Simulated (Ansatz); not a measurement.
## BaSrNCl: complex band structure

Wanted: the relaxed cell of BaSrNCl, its band edges and its decay constants. It is built by putting Ba for part of the Sr in the Sr2NCl structure of space group R-3m, with the volume rescaled by atomic radii. The parent structure comes from the Materials Project.

Calculated with Ansatz 0.2.0; r2SCAN DFT, plane waves, PAW files, in the first sound run; inputs show where later runs differ.

The structure was built from a prototype and need not be the compound's stable phase.

## 1. Starting point

It takes space group R3m (No. 160, trigonal). Conventional cell: a = 3.986 Å, b = 3.986 Å, c = 21.620 Å, α = 90.00°, β = 90.00°, γ = 120.00°. Nearest to Ba lie 3 N at 2.68 Å and 3 Cl at 3.20 Å. Nearest to Sr lie 3 N at 2.68 Å and 3 Cl at 3.20 Å. N has 3 Ba at 2.68 Å and 3 Sr at 2.68 Å nearest. Nearest to Cl lie 3 Ba at 3.20 Å and 3 Sr at 3.20 Å. It derives from Sr2NCl. Ba for part of the Sr in the Sr2NCl structure of space group R-3m. Farther neighbours and most contacts between anions are not listed.

## 2. Relaxing the new crystal

The substituted atoms don't fit the parent's cell, so cell and atoms relax together. A small smearing keeps the run stable in case the gap closes on the way.

input.yaml

```yaml
crystal:
  lattice:
    - [1.9929826373, 1.1506490621, 7.2067345891]
    - [-1.9929826373, 1.1506490621, 7.2067345891]
    - [0.0, -2.3012981242, 7.2067345891]
  atoms:
    - { symbol: Ba, position: [0.76959866, 0.76959866, 0.76959866] }
    - { symbol: Sr, position: [0.23040134, 0.23040134, 0.23040134] }
    - { symbol: "N", position: [0.5, 0.5, 0.5] }
    - { symbol: Cl, position: [0.0, 0.0, 0.0] }
kpoints:
  mp_grid: { grid: [6, 6, 6] }
scf:
  occupations: { method: gaussian, width: 0.03 }
hamiltonian:
  xc: r2scan
output:
  forces: true
  stress: true
relax:
  f_tol: 0.02
  max_steps: 60
  cell: {}
```

On the command line:

```bash
> ansatz run input.yaml --threads 2 --pin off --max-ram 4096MiB --backend cpu --events-out ev --progress --plain --runs-dir out
```

Numbers of over 12 decimals in the logs are rounded to 6 here.

The program printed:

```text
basis.fft_grid_basis auto: the FFT boxes are laid along the combinations [[1, 0, -1], [0, 1, -1], [0, 0, 1]] of the cell's own vectors, 3.986, 3.986 and 7.565 Å long. The dense box has 30×30×60 points. Along the cell's own vectors, as sized, it would have 60×60×60, 4.00 times as many. Of the 6 symmetry operations that the crystal satisfies within crystal.symmetry.tolerance (time reversal apart; of a slab, those that  [...]
Engine: ansatz 0.2.0, aarch64-unknown-linux-gnu
Pseudopotentials: kind: paw
Pseudopotential: Ba, paw, valence charge 10, recommended cutoff 500 eV (meta_gga), Ba.paw.azcp
Pseudopotential: Sr, paw, valence charge 10, recommended cutoff 500 eV (meta_gga), Sr.paw.azcp
Pseudopotential: N, paw, valence charge 5, recommended cutoff 500 eV (meta_gga), N.paw.azcp
Pseudopotential: Cl, paw, valence charge 7, recommended cutoff 500 eV (meta_gga), Cl.paw.azcp
Functional definition: r2SCAN
  parameter k0 = 0.174
  parameter k1 = 0.065
  parameter a1 = 4.9479
  exchange = r2scan_x(k0 = k0, k1 = k1, a1 = a1)
  correlation = r2scan_c
Crystal: 4 atoms, lattice volume = 99.160 Å³
Basis set: ecut = 500 eV, 2535 PW (Γ), FFT grids on a1−a3, a2−a3, a3, exchange–correlation on 120×120×240 points (64 copies of the dense FFT grid, shifted against one another)
Bands: 20, of which v1, the nominal top of the filled ones, is band 16 counted from 1 (15 counted from 0)
Symmetry: 6 space group operations
Space group: R3m (ITA 160), of the structure as read, at distance tolerance 4.6e-5 Å
k-points: 32 of 216 (time reversal used)
Non-local potential: Ba, projectors of the file, l = 0: 3, l = 1: 2, l = 2: 2, l = 3: 2
Non-local potential: Sr, projectors of the file, l = 0: 3, l = 1: 2, l = 2: 2
Non-local potential: N, projectors of the file, l = 0: 2, l = 1: 2, l = 2: 1
Non-local potential: Cl, projectors of the file, l = 0: 2, l = 1: 2, l = 2: 2
PAW form: soft (Blöchl's): semilocal exchange-correlation on the pseudo side does not see the compensation charge
PAW frozen core: Ba, regenerated for the run's functional (the file was generated under x = pbe(κ = 0.804, μ = 0.219515), c = pbe(β = 0.066725))
PAW frozen core: Sr, regenerated for the run's functional (the file was generated under x = pbe(κ = 0.804, μ = 0.219515), c = pbe(β = 0.066725))
PAW frozen core: N, regenerated for the run's functional (the file was generated under x = pbe(κ = 0.804, μ = 0.219515), c = pbe(β = 0.066725))
PAW frozen core: Cl, regenerated for the run's functional (the file was generated under x = pbe(κ = 0.804, μ = 0.219515), c = pbe(β = 0.066725))
PAW one-centre angular grid: Ba, 302 points (default); XC on 160 Gauss nodes
PAW one-centre angular grid: Sr, 302 points (default); XC on 160 Gauss nodes
PAW one-centre angular grid: N, 302 points (default); XC on 160 Gauss nodes
PAW one-centre angular grid: Cl, 302 points (default); XC on 160 Gauss nodes
Initial density: superposition of atomic densities (neutral atoms: chi_scale 0, normalization atom), corrected by the library's trained network
Initial wavefunctions: pseudopotential atomic-orbital guess
Functional: x = r2scan, c = r2scan; τ floored in thin density (d = 2e-4 eV/Å³)
SCF iter   1: F=—  HF=-10994.188887 eV  |F-HF|=—  |Δ(HF+E_count)|=         —  Δρ=6.51e-3  dr2=7.11e-2  dr2_τ=6.96e-2  ethr=1.77e-3  ⟨swp⟩=8.7  Hψ=4218  notcnv=0
preconditioner: auto → Resta (q_TF=auto, 2.260 Å⁻¹)  ε∞=3.1  [insulator: Δε(μ)=1.886 eV  Ē_g=13.475 eV  σ=0.030 eV  W_gap=1.00  n_scr=22 (ndim 8)  ℏωp=19.7 eV  f_vac=0.008  D(μ)=0.00/eV (n_scr^D=0)  ε∞_Penn≈3.1]
SCF iter   2: F=—  HF=-10994.330596 eV  |F-HF|=—  |Δ(HF+E_count)|=   1.42e-1  Δρ=4.20e-3  dr2=8.88e-3  dr2_τ=3.19e-3  ethr=2.22e-4  ⟨swp⟩=3.0  Hψ=1523  notcnv=0
SCF iter   3: F=—  HF=-10994.330316 eV  |F-HF|=—  |Δ(HF+E_count)|=   2.80e-4  Δρ=1.75e-3  dr2=2.63e-3  dr2_τ=2.48e-4  ethr=2.78e-5  ⟨swp⟩=2.0  Hψ=1052  notcnv=0
SCF iter   4: F=—  HF=-10994.330068 eV  |F-HF|=—  |Δ(HF+E_count)|=   2.48e-4  Δρ=6.74e-4  dr2=2.73e-4  dr2_τ=2.71e-5  ethr=8.21e-6  ⟨swp⟩=2.0  Hψ=784  notcnv=0
SCF iter   5: F=—  HF=-10994.330046 eV  |F-HF|=—  |Δ(HF+E_count)|=   2.19e-5  Δρ=1.66e-4  dr2=1.91e-5  dr2_τ=1.41e-6  ethr=8.52e-7  ⟨swp⟩=3.0  Hψ=1201  notcnv=0
SCF iter   6: F=—  HF=-10994.330051 eV  |F-HF|=—  |Δ(HF+E_count)|=   5.58e-6  Δρ=2.20e-5  dr2=6.28e-7  dr2_τ=5.42e-8  ethr=5.98e-8  ⟨swp⟩=2.2  Hψ=998  notcnv=0
SCF iter   7: F=-10994.330051 eV  HF=-10994.330051 eV  |F-HF|=7.20e-9  |Δ(HF+E_count)|=   1.83e-7  Δρ=4.97e-6  dr2=2.97e-8  dr2_τ=2.40e-9  ethr=3.13e-10  ⟨swp⟩=5.0  Hψ=2748  notcnv=0
SCF 1 converged in 7 iterations: F = -10994.330051 eV  dr2 = 2.97e-8
  greatest PAW one-centre occupation: 0.988 electrons in one spin orbital (limit 2), on the Sr atom at site 1 (counted from 0), in its partial waves of l = 0
relax step   1: F+E_penalty+E_count = -10994.33005146 eV  Δ(F+E_penalty+E_count) = +0.000e0 eV  max|allowed force component| = 7.811e-1 eV/Å  Δτ_max = 0.0000 Å  P = +1.718 GPa  Ω = 99.160 Å³  (7 SCF iters, dr2 threshold 1.00e-7 eV, accepted)
Crystal: 4 atoms, lattice volume = 102.826 Å³
Basis set: ecut = 500 eV, 2643 PW (Γ), FFT grids on a1−a3, a2−a3, a3, exchange–correlation on 120×120×240 points (64 copies of the dense FFT grid, shifted against one another)
Initial density: handed on by an earlier stage of this run
Initial wavefunctions: those handed on with the density
iter 1 solved again at ethr=1.18e-3 eV; its pass at ethr=3.10e-3 eV (dr2=3.79e-1 eV) is discarded
SCF iter   1: F=—  HF=-10994.041643 eV  |F-HF|=—  |Δ(HF+E_count)|=         —  Δρ=1.25e-2  dr2=3.81e-1  dr2_τ=1.00e0  ethr=1.18e-3  ⟨swp⟩=1.0  Hψ=4451  notcnv=0
automatic band count: iteration 1 solves 19 bands in place of 20: the levels show a gap, and the empty bands left out lie too high to hold charge; the band table lists the bands solved (type scf.n_extra_bands for more)
preconditioner: auto → Resta (q_TF=auto, 2.246 Å⁻¹)  ε∞=3.3  [insulator: Δε(μ)=1.047 eV  Ē_g=12.809 eV  σ=0.030 eV  W_gap=1.00  n_scr=22 (ndim 8)  ℏωp=19.4 eV  f_vac=0.007  D(μ)=0.00/eV (n_scr^D=0)  ε∞_Penn≈3.3]
SCF iter   2: F=—  HF=-10994.328550 eV  |F-HF|=—  |Δ(HF+E_count)|=   2.87e-1  Δρ=6.28e-3  dr2=5.22e-2  dr2_τ=9.88e-3  ethr=1.18e-3  ⟨swp⟩=3.1  Hψ=1116  notcnv=0
SCF iter   3: F=—  HF=-10994.321205 eV  |F-HF|=—  |Δ(HF+E_count)|=   7.35e-3  Δρ=2.89e-3  dr2=1.37e-2  dr2_τ=2.08e-3  ethr=1.63e-4  ⟨swp⟩=2.7  Hψ=1214  notcnv=0
SCF iter   4: F=—  HF=-10994.319075 eV  |F-HF|=—  |Δ(HF+E_count)|=   2.13e-3  Δρ=1.00e-3  dr2=1.23e-3  dr2_τ=8.14e-5  ethr=4.28e-5  ⟨swp⟩=2.9  Hψ=980  notcnv=0
[...]
automatic band count: iteration 1 solves 19 bands in place of 20: the levels show a gap, and the empty bands left out lie too high to hold charge; the band table lists the bands solved (type scf.n_extra_bands for more)
preconditioner: auto → Resta (q_TF=auto, 2.252 Å⁻¹)  ε∞=3.2  [insulator: Δε(μ)=1.903 eV  Ē_g=13.030 eV  σ=0.030 eV  W_gap=1.00  n_scr=22 (ndim 8)  ℏωp=19.5 eV  f_vac=0.008  D(μ)=0.00/eV (n_scr^D=0)  ε∞_Penn≈3.2]
SCF iter   2: F=—  HF=-10994.424970 eV  |F-HF|=—  |Δ(HF+E_count)|=   1.42e-2  Δρ=4.29e-3  dr2=2.18e-2  dr2_τ=5.05e-3  ethr=4.21e-4  ⟨swp⟩=3.0  Hψ=1091  notcnv=0
SCF iter   3: F=—  HF=-10994.421399 eV  |F-HF|=—  |Δ(HF+E_count)|=   3.57e-3  Δρ=1.69e-3  dr2=5.80e-3  dr2_τ=5.65e-4  ethr=6.80e-5  ⟨swp⟩=3.0  Hψ=1232  notcnv=0
SCF iter   4: F=—  HF=-10994.420457 eV  |F-HF|=—  |Δ(HF+E_count)|=   9.42e-4  Δρ=5.46e-4  dr2=2.43e-4  dr2_τ=1.41e-5  ethr=1.81e-5  ⟨swp⟩=3.0  Hψ=1002  notcnv=0
SCF iter   5: F=—  HF=-10994.420481 eV  |F-HF|=—  |Δ(HF+E_count)|=   2.38e-5  Δρ=1.04e-4  dr2=1.61e-5  dr2_τ=1.94e-6  ethr=7.61e-7  ⟨swp⟩=2.3  Hψ=978  notcnv=0
SCF iter   6: F=—  HF=-10994.420493 eV  |F-HF|=—  |Δ(HF+E_count)|=   1.14e-5  Δρ=3.55e-5  dr2=1.21e-6  dr2_τ=5.89e-8  ethr=5.02e-8  ⟨swp⟩=2.6  Hψ=992  notcnv=0
SCF iter   7: F=—  HF=-10994.420493 eV  |F-HF|=—  |Δ(HF+E_count)|=   3.18e-7  Δρ=6.67e-6  dr2=4.25e-8  dr2_τ=7.69e-9  ethr=3.78e-9  ⟨swp⟩=2.0  Hψ=1051  notcnv=0
SCF iter   8: F=—  HF=-10994.420493 eV  |F-HF|=—  |Δ(HF+E_count)|=   1.34e-8  Δρ=1.43e-6  dr2=2.43e-9  dr2_τ=5.18e-10  ethr=1.33e-10  ⟨swp⟩=2.1  Hψ=1042  notcnv=0
SCF iter   9: F=—  HF=-10994.420493 eV  |F-HF|=—  |Δ(HF+E_count)|=   1.14e-9  Δρ=4.15e-7  dr2=1.73e-10  dr2_τ=1.08e-11  ethr=7.58e-12  ⟨swp⟩=2.3  Hψ=1038  notcnv=0
SCF iter  10: F=-10994.420493 eV  HF=-10994.420493 eV  |F-HF|=7.28e-12  |Δ(HF+E_count)|=  1.07e-10  Δρ=7.52e-8  dr2=8.52e-12  dr2_τ=1.09e-12  ethr=1.00e-12  ⟨swp⟩=5.0  Hψ=2571  notcnv=0
SCF 3 converged in 10 iterations: F = -10994.420493 eV  dr2 = 8.52e-12
relax step   3: F+E_penalty+E_count = -10994.42049297 eV  Δ(F+E_penalty+E_count) = -9.044e-2 eV  max|allowed force component| = 2.796e-1 eV/Å  Δτ_max = 0.0954 Å  P = +0.149 GPa  Ω = 101.162 Å³  energy of the carried Pulay correction = -2.188e-4 eV  (10 SCF iters, accepted)
[...]
relax step   4: F+E_penalty+E_count = -10994.43839044 eV  Δ(F+E_penalty+E_count) = -1.790e-2 eV  max|allowed force component| = 1.113e-1 eV/Å  Δτ_max = 0.0432 Å  P = -0.153 GPa  Ω = 101.273 Å³  energy of the carried Pulay correction = -2.309e-4 eV  (6 SCF iters, dr2 threshold 4.00e-7 eV, accepted)
[...]
relax step   5: F+E_penalty+E_count = -10994.44071818 eV  Δ(F+E_penalty+E_count) = -2.328e-3 eV  max|allowed force component| = 2.769e-2 eV/Å  Δτ_max = 0.0259 Å  P = -0.101 GPa  Ω = 101.274 Å³  energy of the carried Pulay correction = -2.309e-4 eV  (6 SCF iters, dr2 threshold 4.00e-7 eV, accepted)
[...]
relax step   6: F+E_penalty+E_count = -10994.44087420 eV  Δ(F+E_penalty+E_count) = -1.560e-4 eV  max|allowed force component| = 1.863e-2 eV/Å  Δτ_max = 0.0040 Å  P = +0.019 GPa  Ω = 101.075 Å³  energy of the carried Pulay correction = -2.095e-4 eV  (5 SCF iters, dr2 threshold 4.79e-8 eV, accepted)
Initial wavefunctions: pseudopotential atomic-orbital guess (no wavefunctions were taken with the density)
iter 1 solved again at ethr=1.65e-6 eV; its pass at ethr=3.10e-3 eV (dr2=5.27e-4 eV) is discarded
SCF iter   1: F=—  HF=-10994.441093 eV  |F-HF|=—  |Δ(HF+E_count)|=         —  Δρ=3.92e-5  dr2=1.55e-7  dr2_τ=6.11e-7  ethr=1.65e-6  ⟨swp⟩=3.2  Hψ=5990  notcnv=0
eigensolver tolerance schedule: the retry pair's looser diagonalisation over-reported the residual by 3388.66 of it (diagonalisation noise at an unbounded share of the residual, at the tolerance the schedule requests for it); recorded, not acted on — ethr = c·dr2/N_el stays at c = 1.0e-1
preconditioner: auto → Resta (q_TF=auto, 2.252 Å⁻¹)  ε∞=3.1  [insulator: Δε(μ)=1.825 eV  Ē_g=13.371 eV  σ=0.030 eV  W_gap=1.00  n_scr=22 (ndim 8)  ℏωp=19.5 eV  f_vac=0.007  D(μ)=0.00/eV (n_scr^D=0)  ε∞_Penn≈3.1]
SCF iter   2: F=—  HF=-10994.441097 eV  |F-HF|=—  |Δ(HF+E_count)|=   3.94e-6  Δρ=2.04e-5  dr2=4.65e-8  dr2_τ=9.76e-8  ethr=4.86e-10  ⟨swp⟩=3.7  Hψ=1673  notcnv=0
SCF iter   3: F=—  HF=-10994.441097 eV  |F-HF|=—  |Δ(HF+E_count)|=   5.74e-7  Δρ=2.01e-6  dr2=2.33e-9  dr2_τ=1.73e-9  ethr=1.45e-10  ⟨swp⟩=2.0  Hψ=1152  notcnv=0
SCF iter   4: F=—  HF=-10994.441097 eV  |F-HF|=—  |Δ(HF+E_count)|=   1.90e-9  Δρ=6.92e-7  dr2=4.02e-10  dr2_τ=1.28e-10  ethr=7.27e-12  ⟨swp⟩=2.5  Hψ=1103  notcnv=0
SCF iter   5: F=—  HF=-10994.441097 eV  |F-HF|=—  |Δ(HF+E_count)|=  2.87e-10  Δρ=5.49e-7  dr2=3.60e-10  dr2_τ=4.73e-11  ethr=1.26e-12  ⟨swp⟩=2.0  Hψ=960  notcnv=0
SCF iter   6: F=-10994.441097 eV  HF=-10994.441097 eV  |F-HF|=9.09e-12  |Δ(HF+E_count)|=  1.82e-11  Δρ=1.16e-7  dr2=1.74e-11  dr2_τ=1.84e-12  ethr=1.00e-12  ⟨swp⟩=3.8  Hψ=2689  notcnv=0
SCF 7 converged in 6 iterations: F = -10994.441097 eV  dr2 = 1.74e-11
relax step   7: F+E_penalty+E_count = -10994.44109742 eV  Δ(F+E_penalty+E_count) = -2.232e-4 eV  max|allowed force component| = 1.872e-2 eV/Å  Δτ_max = 0.0000 Å  P = +0.020 GPa  Ω = 101.075 Å³  stress off target by 3.71e-2 GPa  SCF on the basis re-selected at this cell (its energy is not comparable with the rows above)  (6 SCF iters)
basis re-selected at this cell: Δ(F+E_penalty+E_count) = -2.232e-4 eV, ΔP = +0.001 GPa vs the last step (what re-selecting the basis moved, of the pressure what is left beyond the Pulay correction that the steps carried, after the strain that the cell walked since its last selection, with what the two solves' SCF thresholds leave and, on support functions, any second-order correction that the steps lacked; it is no m [...]
SCF converged after 6 iterations
Free energy (F): -10994.441097 eV
Harris-Foulkes:  -10994.441097 eV  (|F-HF|=9.09e-12)
Internal energy: -10994.441097 eV  (E = F + TS)
E sigma→0 (E₀):  -10994.441097 eV
Fermi energy:    8.534387 eV
--- Per-component energies (eV) ---
  E_band       = -141.755761
  E_kinetic    = 706.324937
  E_local      = -1366.322927  (includes V_loc(G=0)·N_el)
  E_nonlocal   = 330.661881
  E_hartree    = 398.596713
  E_xc         = -486.649571
  E_vxc        = -547.738916  (∫ρ·V_xc dr)
  E_paw        = -8761.897064  (= ΣΔE_a)
  E_vpaw       = -90.716728  (= ΣTr[D̂ρ^β])
  E_aug_tail   = 0.000051  (compensation charges beyond the density's cutoff)
  E_vtau       = 28.842579  (kinetic-family band-sum trace: ∫τ·v_τ [+ j·A + Jᵃ·Aᵃ] dr)
  E_ewald      = -1814.913526
  E_core_change = -0.241592  (= ΣΔE_core)
  E_smearing   = -0.000000  (= −TS)
  E_closure    = 0.000000  (closes the sum)
  Σ components = -10994.441097   (vs F -10994.441097, Δ=0.00e0)
--- Forces (eV/Å), atoms counted from 1 ---
  atom   1  Ba     0.00000000     0.00000000    -0.01151719
  atom   2  Sr    -0.00000000    -0.00000000     0.01871736
  atom   3  N      0.00000000    -0.00000000    -0.00995461
  atom   4  Cl     0.00000000    -0.00000000     0.00275813
  max |Σ_I F_I| component: 3.69e-6 eV/Å
--- Stress (GPa, compression-positive) ---
        0.011285       0.000000      -0.000000
        0.000000       0.011285       0.000000
       -0.000000       0.000000       0.037134
  P = ⅓ Tr σ = 0.0199 GPa (0.199 kbar)
--- Relaxed structure (6 steps of the walk, 5 accepted, 1 SCFs on fresh bases) ---
  F+E_penalty+E_count = -10994.44109742 eV   max|allowed force component| = 1.872e-2 eV/Å   (the final SCF, on the basis selected at the relaxed cell)
  cell:  # Å, volume = 101.0753 Å³
    - [1.989302, 1.148524, 7.373150]
    - [-1.989302, 1.148524, 7.373150]
    - [0, -2.297048, 7.373150]
  atoms:
    - { symbol: Ba, position: [0.771329, 0.771329, 0.771329] }
    - { symbol: Sr, position: [0.232270, 0.232270, 0.232270] }
    - { symbol: N, position: [0.504020, 0.504020, 0.504020] }
    - { symbol: Cl, position: [-0.00761928, -0.00761928, -0.00761928] }
```

Wall time 49 s (2 threads of Arm Neoverse V2, shared host); peak memory 0.59 GiB; 96 s of CPU time.

Relaxation path:

| step | energy less that of the first step (eV) | largest force component (eV/Å) | pressure (GPa) | volume (Å³) |
| --- | --- | --- | --- | --- |
| 1 | 0.0000 | 0.7811 | 1.72 | 99.16 |
| 2 | 0.0110 | 1.0234 | -1.36 | 102.83 |
| 3 | -0.0904 | 0.2796 | 0.15 | 101.16 |
| 4 | -0.1083 | 0.1113 | -0.15 | 101.27 |
| 5 | -0.1107 | 0.0277 | -0.10 | 101.27 |
| 6 | -0.1108 | 0.0186 | 0.02 | 101.08 |
| 7* | -0.1110 | 0.0187 | 0.02 | 101.08 |

Relaxation steps marked * repeat the geometry before them on a plane-wave basis chosen anew for their cell, so energy and pressure can jump there. Relaxation step 2 was tried and not accepted.

The run keeps the 6 symmetry operations that it works with, so distortions that break them were not tested.

| conventional cell, symmetrised | before | after | change |
| --- | --- | --- | --- |
| a (Å) | 3.986 | 3.979 | -0.2 % |
| b (Å) | 3.986 | 3.979 | -0.2 % |
| c (Å) | 21.620 | 22.119 | +2.3 % |
| volume (Å³/atom) | 24.79 | 25.27 | +1.9 % |

The atoms that moved most (Å, as changes of fractional coordinates times the final cell):

| atom | dx | dy | dz | length |
| --- | --- | --- | --- | --- |
| Cl4 | 0.000 | 0.000 | -0.169 | 0.169 |
| N3 | 0.000 | 0.000 | 0.089 | 0.089 |
| Sr2 | 0.000 | 0.000 | 0.041 | 0.041 |
| Ba1 | 0.000 | 0.000 | 0.038 | 0.038 |

The relaxed structure:

```
Ba Sr N Cl
1.0
     1.98930    1.14852    7.37315
    -1.98930    1.14852    7.37315
     0.00000   -2.29705    7.37315
Ba Sr N Cl
1 1 1 1
Cartesian
  0.0000 0.0000 17.0614
  0.0000 0.0000 5.1377
  0.0000 0.0000 11.1487
  0.0000 0.0000 -0.1685
```

Numbers from this step:

```yaml
free_energy: -10994.4411 eV
fermi_energy: 8.534 eV
pressure: 0.01990 GPa
```

The largest force component on a free atom ends at 0.019 eV/Å.

[end of part 1 of 3]

[Logs are printed without paths, hosts, clocks, repeated set-up lines and the standing remarks that a program may print on its own settings, such as how far it seeks lower states.]

[Hosts, paths, dates, database ids (printed as entryN), source tags and the programs' standing remarks are cut or masked in the printed files.]
